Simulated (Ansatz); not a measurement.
**What HfCdS3 (model cell, started as cubic perovskite with Hf in the octahedra) distorts into**

Aim: this structure of HfCdS3 (model cell, started as cubic perovskite with Hf in the octahedra) is to be tested for unstable modes, and one is followed downhill.

Method: DFT PBEsol, scalar-relativistic, plane waves, PAW; PAW set soft_1, in Ansatz 0.2.0.

The structure was built from a prototype and need not be the compound's stable phase.

### 1. Starting point

It takes space group Pm-3m (No. 221, cubic). The conventional cell has a = 4.884 Å, b = 4.884 Å, c = 4.884 Å, α = 90.00°, β = 90.00°, γ = 90.00°. Cd has 12 S at 3.45 Å nearest. Hf has 6 S at 2.44 Å nearest. S has 2 Hf at 2.44 Å nearest. Farther neighbours and most contacts between anions are not listed.

Coordinates:

```cif
data_structure
_symmetry_space_group_name_H-M 'P 1'
_symmetry_Int_Tables_number 1
_cell_length_a 4.8837
_cell_length_b 4.8837
_cell_length_c 4.8837
_cell_angle_alpha 90.000
_cell_angle_beta 90.000
_cell_angle_gamma 90.000
_cell_volume 116.48
loop_
_atom_site_label
_atom_site_type_symbol
_atom_site_fract_x
_atom_site_fract_y
_atom_site_fract_z
_atom_site_occupancy
Cd1 Cd 0.00000 0.00000 0.00000 1
Hf2 Hf 0.50000 0.50000 0.50000 1
S3 S 0.50000 0.50000 0.00000 1
S4 S 0.50000 0.00000 0.50000 1
S5 S 0.00000 0.50000 0.50000 1
```

### 2. The dispersion

The cell comes from relaxations at this level that are not shown. Stability and thermal properties need the whole zone. Linear response on a 2×2×2 q mesh gives force constants as far as a supercell of that size would.

input.yaml

```yaml
crystal:
  lattice:
    - [4.883728423, 0.0, 0.0]
    - [0.0, 4.883728423, 0.0]
    - [0.0, 0.0, 4.883728423]
  atoms:
    - { symbol: Cd, position: [0.0, 0.0, 0.0] }
    - { symbol: Hf, position: [0.5, 0.5, 0.5] }
    - { symbol: S, position: [0.5, 0.5, 0.0] }
    - { symbol: S, position: [0.5, 0.0, 0.5] }
    - { symbol: S, position: [0.0, 0.5, 0.5] }
kpoints:
  mp_grid: { grid: [8, 8, 8] }
hamiltonian:
  xc: pbesol
  pseudopotentials: { kind: paw, azcp: { folder: soft_1 }, xc_functional: pbe }
scf:
  occupations: { method: methfessel_paxton, width: 0.2 }
output:
  eigenvalues: true
phonons:
  method: dfpt
  qmesh: [2, 2, 2]
  temperatures: { t_max: 1000, t_step: 50 }
  qpath:
    path:
      - [[0.0, 0.0, 0.0], [0.0, 0.5, 0.0], [0.5, 0.5, 0.0], [0.0, 0.0, 0.0], [0.5, 0.5, 0.5], [0.0, 0.5, 0.0]]
      - [[0.5, 0.5, 0.5], [0.5, 0.5, 0.0]]
    npoints: 10
```

Command:

```sh
$ ansatz run input.yaml --threads 4 --pin off --max-ram 16384MiB --backend cpu --events-out ev --progress --plain --runs-dir out
```

Numbers of over 12 decimals in the logs are rounded to 6 here.

The program printed:

```text
Engine: ansatz 0.2.0, aarch64-unknown-linux-gnu
Pseudopotentials: kind: paw
Pseudopotential: Cd, paw, valence charge 20, recommended cutoff 420 eV (normal), soft_1/Cd.paw.azcp
Pseudopotential: Hf, paw, valence charge 26, recommended cutoff 420 eV (normal), soft_1/Hf.paw.azcp
Pseudopotential: S, paw, valence charge 6, recommended cutoff 420 eV (normal), soft_1/S.paw.azcp
Functional definition: PBEsol
  exchange = pbesol_x
  correlation = pbesol_c
Crystal: 5 atoms, lattice volume = 116.481 Å³
Basis set: ecut = 420 eV, 2301 PW (Γ), exchange–correlation on 72×72×72 points (8 copies of the dense FFT grid, shifted against one another)
Bands: 39, of which v1, the nominal top of the filled ones, is band 32 counted from 1 (31 counted from 0)
Symmetry: 48 space group operations
k-points: 35 of 512
Non-local potential: Cd, projectors of the file, l = 0: 3, l = 1: 2, l = 2: 2, l = 3: 1
Non-local potential: Hf, projectors of the file, l = 0: 3, l = 1: 2, l = 2: 2, l = 3: 3
Non-local potential: S, projectors of the file, l = 0: 2, l = 1: 2, l = 2: 1
PAW form: soft (Blöchl's): semilocal exchange-correlation on the pseudo side does not see the compensation charge
PAW frozen core: Cd, regenerated for the run's functional, and the local potential with it (the file was generated under x = pbe(κ = 0.804, μ = 0.219515), c = pbe(β = 0.066725))
PAW frozen core: Hf, regenerated for the run's functional, and the local potential with it (the file was generated under x = pbe(κ = 0.804, μ = 0.219515), c = pbe(β = 0.066725))
PAW frozen core: S, regenerated for the run's functional, and the local potential with it (the file was generated under x = pbe(κ = 0.804, μ = 0.219515), c = pbe(β = 0.066725))
PAW one-centre angular grid: Cd, 590 points (default); XC on 64 Gauss nodes
PAW one-centre angular grid: Hf, 590 points (default); XC on 64 Gauss nodes
PAW one-centre angular grid: S, 110 points (default); XC on 64 Gauss nodes
Initial density: superposition of atomic densities (chi_scale 0.1, normalization cell, long waves kept (reshape's long-wave potential 0.00 eV rms))
Initial wavefunctions: pseudopotential atomic-orbital guess
Functional: x = pbesol(κ = 0.804, μ = 0.123457), c = pbesol(β = 0.046)
SCF iter   1: F=—  HF=-26442.509000 eV  |F-HF|=—  |Δ(HF+E_count)|=         —  Δρ=5.07e-2  dr2=7.57e0  ethr=3.10e-3  ⟨swp⟩=6.4  Hψ=5631  notcnv=0
preconditioner: auto → Kerker (q_TF=auto, 2.469 Å⁻¹)  [metal: Δε(μ)=0.045 eV  Ē_g=11.478 eV  σ=0.200 eV  W_gap=0.19  n_scr=26 (ndim 8)  ℏωp=23.8 eV  f_vac=0.006  D(μ)=2.62/eV (n_scr^D=18)]
SCF iter   2: F=—  HF=-26441.421189 eV  |F-HF|=—  |Δ(HF+E_count)|=    1.09e0  S|Δr|=    0.00e0  Δρ=2.90e-2  dr2=3.08e0  ethr=3.10e-3  ⟨swp⟩=2.9  Hψ=2755  notcnv=0  defer=42
SCF iter   3: F=—  HF=-26440.836718 eV  |F-HF|=—  |Δ(HF+E_count)|=   5.84e-1  S|Δr|=    0.00e0  Δρ=1.03e-2  dr2=4.18e-1  ethr=3.10e-3  ⟨swp⟩=2.7  Hψ=2861  notcnv=0  defer=40
SCF iter   4: F=—  HF=-26440.598029 eV  |F-HF|=—  |Δ(HF+E_count)|=   2.39e-1  S|Δr|=    0.00e0  Δρ=6.17e-3  dr2=1.07e-1  ethr=6.53e-4  ⟨swp⟩=2.2  Hψ=2794  notcnv=0  defer=43
SCF iter   5: F=—  HF=-26440.573820 eV  |F-HF|=—  |Δ(HF+E_count)|=   2.42e-2  S|Δr|=    0.00e0  Δρ=1.50e-3  dr2=3.08e-3  ethr=1.66e-4  ⟨swp⟩=2.0  Hψ=1642  notcnv=0  defer=43
SCF iter   6: F=—  HF=-26440.573908 eV  |F-HF|=—  |Δ(HF+E_count)|=   8.80e-5  S|Δr|=    0.00e0  Δρ=5.88e-4  dr2=3.96e-4  ethr=4.81e-6  ⟨swp⟩=2.0  Hψ=2460  notcnv=0  defer=43
SCF iter   7: F=—  HF=-26440.574069 eV  |F-HF|=—  |Δ(HF+E_count)|=   1.60e-4  S|Δr|=    0.00e0  Δρ=3.21e-4  dr2=1.77e-4  ethr=6.19e-7  ⟨swp⟩=2.1  Hψ=2388  notcnv=0  defer=43
SCF iter   8: F=—  HF=-26440.574044 eV  |F-HF|=—  |Δ(HF+E_count)|=   2.50e-5  S|Δr|=    0.00e0  Δρ=9.19e-5  dr2=1.81e-5  ethr=2.76e-7  ⟨swp⟩=2.0  Hψ=2297  notcnv=0  defer=43
SCF iter   9: F=—  HF=-26440.574040 eV  |F-HF|=—  |Δ(HF+E_count)|=   3.65e-6  S|Δr|=    0.00e0  Δρ=2.84e-5  dr2=1.49e-6  ethr=2.83e-8  ⟨swp⟩=2.0  Hψ=2261  notcnv=0  defer=43
SCF iter  10: F=—  HF=-26440.574053 eV  |F-HF|=—  |Δ(HF+E_count)|=   1.28e-5  S|Δr|=    0.00e0  Δρ=7.43e-6  dr2=1.06e-7  ethr=2.33e-9  ⟨swp⟩=2.1  Hψ=1613  notcnv=0  defer=43
[...]
SCF iter  14: F=-26440.574053 eV  HF=-26440.574053 eV  |F-HF|=7.28e-12  |Δ(HF+E_count)|=  7.28e-12  S|Δr|=    0.00e0  Δρ=3.33e-8  dr2=1.66e-12  ethr=1.00e-12  ⟨swp⟩=5.6  Hψ=5837  notcnv=0
SCF 1 converged in 14 iterations: F = -26440.574053 eV  dr2 = 1.66e-12
  greatest PAW one-centre occupation: 1.000 electrons in one spin orbital (limit 2), on the Cd atom at site 0 (counted from 0), in its partial waves of l = 0
Initial density: read from a saved state, or passed on in memory by an earlier SCF of this step, an earlier step, the calling program or the single point that the run made first
iter 1 solved again at ethr=7.52e-7 eV; its pass at ethr=3.10e-3 eV (dr2=4.81e-4 eV) is discarded
SCF iter   1: F=—  HF=-26440.574046 eV  |F-HF|=—  |Δ(HF+E_count)|=         —  Δρ=1.78e-6  dr2=5.16e-9  ethr=7.52e-7  ⟨swp⟩=3.7  Hψ=9038  notcnv=0
eigensolver tolerance schedule: the retry pair's looser diagonalisation over-reported the residual by 93321.64 of it (diagonalisation noise at an unbounded share of the residual, at the tolerance the schedule requests for it); recorded, not acted on — ethr = c·dr2/N_el stays at c = 1.0e-1
preconditioner: auto → LDOS  [metal: Δε(μ)=0.043 eV  Ē_g=10.981 eV  σ=0.200 eV  W_gap=0.18  n_scr=26 (ndim 8)  ℏωp=23.8 eV  f_vac=0.015  D(μ)=3.54/eV (n_scr^D=26)  β→1.0]
SCF iter   2: F=—  HF=-26440.574053 eV  |F-HF|=—  |Δ(HF+E_count)|=   6.98e-6  S|Δr|=    0.00e0  Δρ=3.00e-6  dr2=1.71e-8  ethr=8.06e-12  ⟨swp⟩=4.6  Hψ=4147  notcnv=0
SCF iter   3: F=—  HF=-26440.574053 eV  |F-HF|=—  |Δ(HF+E_count)|=   4.29e-9  S|Δr|=    0.00e0  Δρ=1.02e-6  dr2=1.62e-9  ethr=8.06e-12  ⟨swp⟩=2.0  Hψ=2302  notcnv=0
SCF iter   4: F=—  HF=-26440.574053 eV  |F-HF|=—  |Δ(HF+E_count)|=  1.60e-10  S|Δr|=    0.00e0  Δρ=8.10e-7  dr2=1.08e-9  ethr=2.54e-12  ⟨swp⟩=1.0  Hψ=1365  notcnv=0
SCF iter   5: F=—  HF=-26440.574053 eV  |F-HF|=—  |Δ(HF+E_count)|=  1.24e-10  S|Δr|=    0.00e0  Δρ=5.94e-7  dr2=5.79e-10  ethr=1.69e-12  ⟨swp⟩=1.0  Hψ=1365  notcnv=0
SCF iter   6: F=—  HF=-26440.574053 eV  |F-HF|=—  |Δ(HF+E_count)|=  1.42e-10  S|Δr|=    0.00e0  Δρ=1.49e-7  dr2=3.57e-11  ethr=1.00e-12  ⟨swp⟩=2.2  Hψ=1757  notcnv=0
SCF iter   7: F=—  HF=-26440.574053 eV  |F-HF|=—  |Δ(HF+E_count)|=  3.64e-12  S|Δr|=    0.00e0  Δρ=1.49e-7  dr2=3.55e-11  ethr=1.00e-12  ⟨swp⟩=1.0  Hψ=1365  notcnv=0
SCF iter   8: F=-26440.574053 eV  HF=-26440.574053 eV  |F-HF|=7.28e-12  |Δ(HF+E_count)|=  7.28e-12  S|Δr|=    0.00e0  Δρ=3.72e-8  dr2=2.25e-12  ethr=1.00e-12  ⟨swp⟩=2.1  Hψ=3667  notcnv=0
SCF 2 converged in 8 iterations: F = -26440.574053 eV  dr2 = 2.25e-12
phonons: the bands overlap, so this run is a metal and interpolates without the dipole-dipole term. If the crystal is really an insulator or semiconductor, its LO-TO splitting is missing
NSCF: frozen V_eff on 35 k-points
NSCF: frozen V_eff on 125 k-points
DFPT response loops at q = (0, 0, 0) (fractional): preconditioner auto → Kerker (q_TF=auto, 2.469 Å⁻¹) (partly filled bands, converged f_vac=0.015); β = 1.00, the filter's whole step (`scf.mixing.beta` (0.50) is not read by the response loops under this deck's `scf.mixing.preconditioner`; to damp them name `kerker` or `kerker_dos`, under which they read `scf.mixing.beta`, and type it under 1.00, their step now; both keys bind the ground state too); Broyden in place of MSR1
NSCF: frozen V_eff on 250 k-points
DFPT response loops at q = (0, 0, -0.5) (fractional): mixed as the last ones told, above
NSCF: frozen V_eff on 250 k-points
DFPT response loops at q = (0, -0.5, -0.5) (fractional): mixed as the last ones told, above
NSCF: frozen V_eff on 250 k-points
DFPT response loops at q = (-0.5, -0.5, -0.5) (fractional): mixed as the last ones told, above
SCF converged after 14 iterations
Stability not checked: this state was not tested for a lower state beside it, because cold or Methfessel-Paxton smearing, or corrected tetrahedra, fill the levels in a way that the test cannot read (fill_not_monotonic; see scf.lower_state_search)
Free energy (F): -26440.574053 eV
Harris-Foulkes:  -26440.574053 eV  (|F-HF|=7.28e-12)
Internal energy: -26440.564385 eV  (E = F + TS)
E sigma→0 (E₀):  -26440.571636 eV
Entropy (-TS):   -0.009668 eV (-1.934 meV/atom)
Fermi energy:    8.091069 eV
--- Per-component energies (eV) ---
  E_band       = -734.916611
  E_kinetic    = 1162.971224
  E_local      = -12586.451499  (includes V_loc(G=0)·N_el)
  E_nonlocal   = 296.972634
  E_hartree    = 5869.836280
  E_xc         = -680.903449
  E_vxc        = -693.684842  (∫ρ·V_xc dr)
  E_paw        = -13386.504433  (= ΣΔE_a)
  E_vpaw       = -654.396998  (= ΣTr[D̂ρ^β])
  E_aug_tail   = 0.000420  (compensation charges beyond the density's cutoff)
  E_ewald      = -7118.264427
  E_core_change = 1.778865  (= ΣΔE_core)
  E_smearing   = -0.009668  (= −TS)
  E_closure    = -0.000000  (closes the sum)
  Σ components = -26440.574053   (vs F -26440.574053, Δ=0.00e0)
--- Band table (eV; the first three rows and the last of 35) ---
  k-point 0: bands = [... 28 lower, 7.0581, 7.0581, 7.6716, 7.6716, 7.6716, 9.0414, 9.0414, 9.0414, ... 3 higher]
  k-point 1: bands = [... 28 lower, 6.8270, 7.0025, 7.5600, 7.5600, 7.5978, 9.0498, 9.5374, 9.5374, ... 3 higher]
  k-point 2: bands = [... 28 lower, 6.3080, 6.8761, 7.5372, 7.5372, 8.1784, 9.0702, 10.4838, 10.4838, ... 3 higher]
  k-point 34: bands = [... 28 lower, 4.1828, 6.6121, 8.3364, 8.3364, 8.3364, 12.2681, 12.2681, 12.2681, ... 3 higher]
--- Phonons (Γ-DFPT): 4 representative perturbations + reference (Σ response iterations 12) ---
  ASR residual: 3.361e-5 → 0.000e0 eV/Å²; symmetrization residual: 3.209e-6 eV/Å²
  ASR residual per site (eV/Å²): 3.36e-5 1.16e-5 7.76e-6 7.76e-6 7.76e-6
  Γ frequencies (cm⁻¹): -134.87 -134.87 -134.87 -112.33 -112.33 -112.33 -41.86 -41.86 -41.86 0.00 0.00 0.00 364.46 364.46 364.46
--- Phonons (arbitrary-q DFPT): 4 irreducible q on the 2×2×2 mesh ---
  q = [0.0000, 0.0000, 0.0000] (star 1, of the zone-centre solve; hermiticity 4.70e-7, symmetrization 1.39e-11): -134.87 -134.87 -134.87 -112.33 -112.33 -112.33 -41.86 -41.86 -41.86 -0.00 0.00 0.00 364.46 364.46 364.46
  q = [0.0000, 0.0000, -0.5000] (star 3, 9 solved perturbations in 975 linear systems a pass and spin channel, the states on 125 of 512 k-point pairs; hermiticity 7.49e-7, symmetrization 4.62e-13): -127.52 -113.20 -113.20 -70.81 -70.81 -53.15 -30.68 -30.68 -6.30 58.32 58.32 146.08 366.59 366.59 426.37
  q = [0.0000, -0.5000, -0.5000] (star 3, 9 solved perturbations in 975 linear systems a pass and spin channel, the states on 125 of 512 k-point pairs; hermiticity 5.97e-7, symmetrization 3.04e-13): -192.07 -96.31 -96.31 -64.25 -35.10 23.52 23.52 67.31 67.31 131.08 144.16 144.16 369.72 379.48 456.48
  q = [-0.5000, -0.5000, -0.5000] (star 1, 4 solved perturbations in 350 linear systems a pass and spin channel, the states on 125 of 512 k-point pairs; hermiticity 5.30e-9, symmetrization 3.01e-12): -188.81 -188.81 -188.81 -64.67 -64.67 -64.67 136.45 136.45 136.45 156.71 156.71 156.71 377.63 377.63 476.36
  sum rule: each row above includes the acoustic sum rule's correction from the zone centre's row sums; it moved no ω² by more than (0.29 cm⁻¹)²
  mesh force constants: q→R imaginary residual 2.80e-18; ASR residual 3.361e-5 → 0.000e0 eV/Å²; symmetrization residual 8.882e-15 eV/Å²
  interpolated dispersion: 62 rows × 15 modes
  density of states and harmonic sums: on the 14×14×14 q-mesh, interpolated from the force constants of a 2×2×2 supercell (no non-analytic term)
  largest difference from the sums on the solved wave vectors: F 1.28e-1 eV, S 1.90e-4 and C_V 6.18e-5 eV/K
  zero-point energy: 0.103726 eV/cell   skipped modes (ω ≤ 0): 830, of them read as no rigid motion or as one in doubt: 827 (6.782e0 modes/cell left out, lowest -192.07 cm⁻¹)   left out of the sums: 4.52e-1 of the cell's modes: C_V's classical limit lies that fraction below 3 k_B per atom; for a crystal, a wire or a layer, F and S can be off by more, and a phonons.interpolated_qmesh denser along its periods is the remedy for the sampling
```

Elapsed: 5.2 min, on 4 threads of Arm Neoverse V2, shared host; peak memory 1.6 GiB; 20 min of CPU time.

In the SCF lines HF is the Harris–Foulkes energy and dr2 the Hartree energy of the density residual, in eV; the loop may stop once dr2 is under the threshold and the program's other checks hold. Hψ counts applications of the Hamiltonian.

Numbers from this step:

```yaml
volume_per_atom: 23.30 Å³
gap_on_the_k_mesh: 0 eV
sum_rule_residual_before_enforcement: 3.36e-5 eV/Å²
lowest_frequency_on_the_path: -192.1 cm⁻¹
point_group: m-3m
highest_frequency_on_the_path_or_at_a_solved_wavevector: 476.4 cm⁻¹
highest_optical_mode_at_the_zone_centre_no_lo_to_term: 364.5 cm⁻¹
lowest_optical_zone_centre_mode: -134.9 cm⁻¹
lowest_mode_on_the_q_mesh_acoustic_modes_at_gamma_apart: -192.1 cm⁻¹
```

Frequencies (cm⁻¹) solved at each irreducible wavevector; negative means imaginary. Frequencies by wavevector, by row:

```tsv
q in reciprocal lattice units	star	mode 1	mode 2	mode 3	mode 4	mode 13	mode 14	mode 15
0 0 0	1	-134.9	-134.9	-134.9	-112.3	364.5	364.5	364.5
0 0 -0.5	3	-127.5	-113.2	-113.2	-70.8	366.6	366.6	426.4
0 -0.5 -0.5	3	-192.1	-96.3	-96.3	-64.2	369.7	379.5	456.5
-0.5 -0.5 -0.5	1	-188.8	-188.8	-188.8	-64.7	377.6	377.6	476.4
```

Interpolated from a 2×2×2 q mesh. The phonon branches at the labelled points (cm⁻¹):

```tsv
point	branch 1	branch 2	branch 3	branch 4	branch 12	branch 13	branch 14	branch 15
Γ	-135	-135	-135	-112	0	364	364	364
halfway	-131	-121	-121	-92	103	366	366	395
X	-128	-113	-113	-71	146	367	367	426
halfway	-164	-101	-96	-67	145	368	376	438
M	-192	-96	-96	-64	144	370	380	456
halfway	-150	-104	-104	-85	104	367	374	413
Γ	-135	-135	-135	-112	0	364	364	364
halfway	-153	-137	-137	-71	109	374	374	429
R	-189	-189	-189	-65	157	378	378	476
halfway	-165	-152	-139	-69	146	374	377	449
X	-128	-113	-113	-71	146	367	367	426
jump to R	-189	-189	-189	-65	157	378	378	476
halfway	-190	-156	-156	-66	146	376	379	465
M	-192	-96	-96	-64	144	370	380	456
```

Symmetry leaves 4 wavevectors to solve. The lowest mode among them, the acoustic zeros apart, lies at q = (0, -0.5, -0.5) and is imaginary, 192.1i cm⁻¹, so the energy falls along it.

### 3. The mode frozen in, largest atomic shift 0 Å

The mode followed lies at q = (-0.5, -0.5, -0.5) with frequency 188.8i cm⁻¹ and is 3-fold degenerate, one of the unstable modes though not the softest. At small amplitude the distorted cell has space group no. 74 by a symmetry search on the positions. The undistorted cell that holds it gives the zero of energy on the same k mesh.

System of this step: HfCdS3 (model cell, started as cubic perovskite with Hf in the octahedra). Symmetry: Pm-3m, No. 221, cubic system. Conventional cell: a = 4.884 Å, b = 4.884 Å, c = 4.884 Å, α = 90.00°, β = 90.00°, γ = 90.00°. Nearest to Cd lie 12 S at 3.45 Å. Hf has 6 S at 2.44 Å nearest. Nearest to S lie 2 Hf at 2.44 Å. Farther neighbours and most contacts between anions are not listed.

input.yaml, the sections that differ from step 2:

```yaml
crystal:
  lattice:
    - [4.883728423, 4.883728423, 0.0]
    - [4.883728423, 0.0, 4.883728423]
    - [4.883728423, 0.0, -4.883728423]
  atoms:
    - { symbol: Cd, position: [0.0, 0.0, 0.0] }
    - { symbol: Cd, position: [0.0, 0.5, 0.5] }
    - { symbol: Hf, position: [0.5, 0.25, 0.75] }
    - { symbol: Hf, position: [0.5, 0.75, 0.25] }
    - { symbol: S, position: [0.5, 0.0, 1.0] }
    - { symbol: S, position: [0.5, 0.5, 0.5] }
    - { symbol: S, position: [0.0, 0.5, 0.0] }
    - { symbol: S, position: [0.0, 0.0, 0.5] }
    - { symbol: S, position: [0.5, 0.5, 0.0] }
    - { symbol: S, position: [0.5, 0.0, 0.5] }
output:
  forces: true
  stress: true
  eigenvalues: true
# kpoints, hamiltonian, scf: as in step 2
# phonons: removed
```

The program printed:

```text
[...]
Crystal: 10 atoms, lattice volume = 232.962 Å³
Basis set: ecut = 420 eV, 4573 PW (Γ), exchange–correlation on 96×96×96 points (8 copies of the dense FFT grid, shifted against one another)
Bands: 77, of which v1, the nominal top of the filled ones, is band 64 counted from 1 (63 counted from 0)
Symmetry: 96 space group operations
[...]
k-points: 29 of 512
[...]
k-point 0: bands = [... 60 lower, 7.6687, 7.6687, 7.6687, 8.3328, 8.3328, 8.3328, 9.0405, 9.0405, ... 9 higher]
  k-point 1: bands = [... 60 lower, 7.5271, 7.5271, 7.5432, 8.2345, 8.2345, 8.2701, 9.2996, 9.3077, ... 9 higher]
  k-point 2: bands = [... 60 lower, 7.3334, 7.3334, 7.7232, 7.9802, 7.9802, 8.1004, 9.8512, 9.8512, ... 9 higher]
  k-point 28: bands = [... 60 lower, 6.6864, 6.6864, 7.6098, 7.6098, 8.8869, 8.8869, 10.5343, 10.5343, ... 9 higher]
[key lines of the parts left out:]
SCF converged after 11 iterations
Free energy (F): -52881.149770 eV
Fermi energy:    8.057732 eV
P = ⅓ Tr σ = -0.0188 GPa (-0.188 kbar)
```

The job ended after 7.3 s (4 threads; peak memory 0.91 GiB; 28 s of CPU time).

Numbers from this step:

| Quantity | Value |
| --- | --- |
| pressure | -0.01878 GPa |
| energy from the undistorted cell | 0 meV/atom |

The run ends at a pressure of -0.02 GPa.

### 4. The mode frozen in, largest atomic shift 0.6 Å

The atoms are moved along the unstable eigenvector, the largest shift by 0.6 Å, with the cell fixed.

input.yaml, the sections that differ from step 3:

```yaml
crystal:
  lattice:
    - [4.883728423, 4.883728423, 0.0]
    - [4.883728423, 0.0, 4.883728423]
    - [4.883728423, 0.0, -4.883728423]
  atoms:
    - { symbol: Cd, position: [0.0, 0.0, 0.0] }
    - { symbol: Cd, position: [0.0, 0.5, 0.5] }
    - { symbol: Hf, position: [0.5, 0.25, 0.75] }
    - { symbol: Hf, position: [0.5, 0.75, 0.25] }
    - { symbol: S, position: [0.5868729855, -0.0868729855, 0.9131270145] }
    - { symbol: S, position: [0.4131270145, 0.5868729855, 0.5868729855] }
    - { symbol: S, position: [0.0, 0.4565635072, 0.0434364928] }
    - { symbol: S, position: [0.0, 0.0434364928, 0.4565635072] }
    - { symbol: S, position: [0.5, 0.4565635072, 0.0434364928] }
    - { symbol: S, position: [0.5, 0.0434364928, 0.4565635072] }
# kpoints, hamiltonian, scf, output: as in step 3
```

The program printed:

```text
[...]
Crystal: 10 atoms, lattice volume = 232.962 Å³
Basis set: ecut = 420 eV, 4573 PW (Γ), exchange–correlation on 96×96×96 points (8 copies of the dense FFT grid, shifted against one another)
Bands: 77, of which v1, the nominal top of the filled ones, is band 64 counted from 1 (63 counted from 0)
Symmetry: 8 space group operations
[...]
k-points: 95 of 512
[...]
k-point 0: bands = [... 60 lower, 7.7412, 7.7847, 7.8637, 8.1302, 8.5363, 8.6887, 9.2621, 9.3688, ... 9 higher]
  k-point 1: bands = [... 60 lower, 7.5291, 7.6209, 7.8714, 8.1607, 8.3752, 8.9768, 9.4230, 9.5960, ... 9 higher]
  k-point 2: bands = [... 60 lower, 7.3524, 7.4075, 7.8349, 8.0656, 8.2443, 9.0571, 9.9125, 10.0111, ... 9 higher]
  k-point 94: bands = [... 60 lower, 6.8053, 6.8053, 7.2957, 7.2957, 9.2594, 9.2594, 10.3295, 10.3295, ... 9 higher]
[key lines of the parts left out:]
SCF converged after 11 iterations
Free energy (F): -52883.319588 eV
Fermi energy:    8.244940 eV
P = ⅓ Tr σ = -3.7582 GPa (-37.582 kbar)
```

Wall time 25 s (4 threads); peak memory 1.5 GiB; 99 s of CPU time.

Numbers from this step:

* pressure: -3.758 GPa
* energy from the undistorted cell: -217.0 meV/atom

The energy, extrapolated to zero smearing, is -216.95 meV/atom against the undistorted cell.

The run ends at a pressure of -3.76 GPa, with forces up to 1.4 eV/Å.

(Part 1 of 3 ends here.)

[Logs are printed without paths, hosts, clocks, repeated set-up lines and the standing remarks that a program may print on its own settings, such as how far it seeks lower states.]

[Hosts, paths, dates, database ids (printed as entryN), source tags and the programs' standing remarks are cut or masked in the printed files.]
